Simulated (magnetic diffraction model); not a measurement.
# Ce3Si3Ni below its ordering temperature

Space group C2/m (no. 12), a = 10.5460 Å, b = 4.3360 Å, c = 13.5470 Å, β = 109.89°.

```csv
site,atom,x,y,z
4i,Ce,0.7470,0,0.2230
4i,Ce,0.0963,1/2,0.9186
4i,Ce,0.9737,1/2,0.6172
4i,Ni,0.7449,1/2,0.4102
4i,Si,0.6191,1/2,0.0753
4i,Si,0.9594,0,0.7627
4i,Si,0.8673,0,0.4568
```

This is a made-up structure (elements placed in a structure type, unrelaxed), so the numbers test the method and describe no known phase.

Only Ce is taken to order (form factors of Ce3+); orders and moment sizes are assumed, and not adapted to the symmetry. Radiation: neutrons of λ = 2.52 Å, 8° to 55°; isotropic B of 0.39 Å² (Ce), 0.58 Å² (Ni) and 0.79 Å² (Si). Simulated constant-wavelength pattern: nuclear and magnetic terms add, the magnetic one as |2.695 fm × Σ f S⊥ exp(2πi Q·r) exp(−B s²)|², summed over all Q at one angle with the factor 1/(sin²θ cos θ). For collinear order S is the moment m, which repeats by lattice and centring translations R with the sign exp(−2πi k·R). Free-ion form factors, Sears's scattering lengths of 1992, no absorption; a label names one of the reflections at its angle. The strongest nuclear line in the range is 100, and lines under 0.2 are left out.

Above the ordering temperature:

```csv
2θ (°),index,I
11.35,(0 0 1),100.0
22.82,(0 0 2),10.8
27.69,(2 0 -1),27.4
29.44,(2 0 0),8.3
30.57,(2 0 -2),1.6
34.52,(0 0 3),0.3
35.21,(2 0 1),4.8
36.98,(1 1 0),0.6
37.22,(1 1 -1),3.8
40.34,(1 1 1),2.8
40.99,(1 1 -2),10.9
43.60,(2 0 2),0.6
46.00,(2 0 -4),0.8
46.61,(0 0 4),3.4
46.66,(1 1 2),0.7
47.62,(1 1 -3),28.4
53.69,(2 0 3),4.9
```

Below it (cell unchanged):

```tsv
2θ (°)	I
11.35	100.0
18.25	7.9
20.17	9.2
22.82	10.8
22.84	1.3
26.97	3.0
27.31	26.6
27.69	27.4
27.73	9.8
29.44	8.3
30.57	1.6
30.89	23.5
31.31	1.9
32.87	4.6
34.52	0.3
35.21	4.8
36.94	2.8
36.98	0.6
37.22	3.8
38.19	0.2
38.81	1.6
40.25	8.0
40.34	2.8
40.89	3.7
40.92	1.9
40.99	10.9
43.60	0.6
44.91	2.8
46.00	0.8
46.08	1.0
46.61	3.4
46.66	0.7
47.57	1.4
47.62	28.4
47.87	1.0
50.80	0.8
```
(The table stops after 36 lines; 8 more lie at higher angle.)

**Question.** Check that the new lines index with k = (1/2 1/2 1), then choose among these models:
A. collinear moments along [111], 1.8 μB on Ce; signs + at (0.7470, 0, 0.2230), − at (0.0963, 1/2, 0.9186), − at (0.9737, 1/2, 0.6172), − at (0.2530, 0, 0.7770), + at (0.0263, 1/2, 0.3828), + at (0.9037, 1/2, 0.0814)
B. collinear moments along [010], 1.8 μB on Ce; signs + at (0.7470, 0, 0.2230), + at (0.0963, 1/2, 0.9186), + at (0.9737, 1/2, 0.6172), + at (0.2530, 0, 0.7770), + at (0.0263, 1/2, 0.3828), + at (0.9037, 1/2, 0.0814)
C. collinear moments along [010], 1.8 μB on Ce; signs + at (0.7470, 0, 0.2230), − at (0.0963, 1/2, 0.9186), − at (0.9737, 1/2, 0.6172), − at (0.2530, 0, 0.7770), + at (0.0263, 1/2, 0.3828), + at (0.9037, 1/2, 0.0814)
D. collinear moments along [111], 1.8 μB on Ce; signs + at (0.7470, 0, 0.2230), + at (0.0963, 1/2, 0.9186), + at (0.9737, 1/2, 0.6172), + at (0.2530, 0, 0.7770), + at (0.0263, 1/2, 0.3828), + at (0.9037, 1/2, 0.0814)

The new lines index as (1/2 1/2 0) at 18.25°, (1/2 1/2 -1) at 20.17°, (1/2 1/2 1) at 22.84° and (-3/2 1/2 1) at 26.97°, that is as H ± k with k = (1/2 1/2 1), one of 2 inequivalent arms of its star (k and −k counted as one), which a powder can't tell apart. Half indices mean that the moments reverse under translations with k·R a half-integer, and the magnetic cell has twice the primitive volume.

Magnetic intensity, observed (below minus above) and for each model:

| 2θ (°) | index | observed | A | B | C | D |
| --- | --- | --- | --- | --- | --- | --- |
| 20.17 | (1/2 1/2 -1) | 9.2 | 30.9 | 2.9 | 9.6 | 9.2 |
| 22.84 | (1/2 1/2 1) | 1.3 | 10.4 | 2.4 | 19.1 | 1.3 |
| 27.31 | (1/2 1/2 -2) | 26.6 | 5.6 | 19.0 | 4.0 | 26.6 |
| 30.89 | (-3/2 1/2 2) | 23.5 | 1.3 | 18.4 | 1.0 | 23.5 |
| 31.31 | (1/2 1/2 2) | 1.9 | 0.3 | 14.2 | 2.0 | 1.9 |
| 32.87 | (3/2 -1/2 1) | 4.6 | 11.6 | 5.4 | 13.5 | 4.6 |
| 38.19 | (-3/2 1/2 3) | 0.2 | 8.9 | 0.3 | 9.9 | 0.2 |
| 44.91 | (5/2 1/2 -3) | 2.8 | 9.5 | 2.4 | 8.2 | 2.8 |

Model D matches.

The structure used: k = (1/2 1/2 1), collinear moments along [111], 1.8 μB on Ce; signs + at (0.7470, 0, 0.2230), + at (0.0963, 1/2, 0.9186), + at (0.9737, 1/2, 0.6172), + at (0.2530, 0, 0.7770), + at (0.0263, 1/2, 0.3828), + at (0.9037, 1/2, 0.0814).

[Logs are printed without paths, hosts, clocks, repeated set-up lines and the standing remarks that a program may print on its own settings, such as how far it seeks lower states.]
